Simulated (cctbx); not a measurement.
## Symmetry from intensities

Cell: a = 6.9030 Å, b = 4.1990 Å, c = 7.8620 Å, α = 90.00°, β = 90.00°, γ = 90.00°. Expected content of the cell: Bi4 Pd4 Si4.

Simulated single-crystal data (cctbx): Ga Kα, λ = 1.3414 Å, to d = 0.83 Å, 50 % of the full sphere, strongest reflection 40000 counts, noise from counting, a 2 % proportional error and a noise floor of 15 counts (s.d.); no absorption.

Tests on the unmerged data give:

```text
836 reflections to d = 0.830 A
centring   violations  <I/sigma> of those
    A        310 of   413     21.9
    B        299 of   404     21.3
    C        321 of   429     21.8
    I        278 of   417     13.4
    R        420 of   547     22.4
    F        465 of   623     21.6
Laue class    unique    Rint  (classes that these axes allow; Friedel mates merged)
P -1              634   0.015
P 1 2/m 1         428   0.017
P 1 1 2/m         409   0.017
P 2/m 1 1         413   0.016
P m m m           264   0.018
space group    extra absences  I>4sigma  <I/sigma>
P 2 2 2                 0          0         -  acentric
P 2 2 21                3          0       0.5  acentric
P 21 2 2                6          0      -0.0  acentric
P 2 21 2                3          0      -0.8  acentric
P 21 21 2               9          0      -0.3  acentric
P 2 21 21               6          0      -0.2  acentric
P 21 2 21               9          0       0.1  acentric
P 21 21 21             12          0      -0.1  acentric
P m m 2                 0          0         -  acentric
P 2 m m                 0          0         -  acentric
P m 2 m                 0          0         -  acentric
P 21 m a               29          0      -0.1  acentric
P m 2 a                29          0      -0.1  acentric
P n m 21               34          0      -0.1  acentric
P n 21 m               34          0      -0.1  acentric
P n 21 a               63          0      -0.1  acentric
P m m m                 0          0         -  centric
P m m a                29          0      -0.1  centric
P n m m :1             34          0      -0.1  centric
P n m m :2             34          0      -0.1  centric
P n m a                63          0      -0.1  centric
Wilson B = 0.66 A^2   <|E^2-1|> = 0.841 (0.968 centric, 0.736 acentric)   E^2>4: 1.3 %
shell (A)         n   <I/sigma>
 7.86 - 1.66     41     31.5
 1.66 - 1.32     33     37.7
 1.32 - 1.15     34     36.5
 1.15 - 1.05     29     43.3
 1.05 - 0.97     34     29.1
 0.97 - 0.91     32     35.8
 0.91 - 0.87     25     28.3
 0.87 - 0.83     36     35.4
```

Q: Read the symmetry from these tables.

Every centring test has many violations, so the lattice is primitive.

Rint stays low (0.015 to 0.018) up to P m m m, the highest class in these axes.

21 settings pass the absence test. The most absences obeyed, 63, belong to P n 21 a and P n m a, which absences can't tell apart.

⟨|E²−1|⟩ = 0.841 lies between the two ideal values. The Wilson B of 0.66 Å² means U ≈ 0.0084 Å².

The true group is Pnma (no. 62), Laue class mmm, centrosymmetric. The tables only narrow the choice to the tied entries; cell content, site symmetry and trial solutions must settle it.

This is a model crystal, built by substitution and not relaxed, with assumed displacement parameters.

[Logs are printed without paths, hosts, clocks, repeated set-up lines and the standing remarks that a program may print on its own settings, such as how far it seeks lower states.]
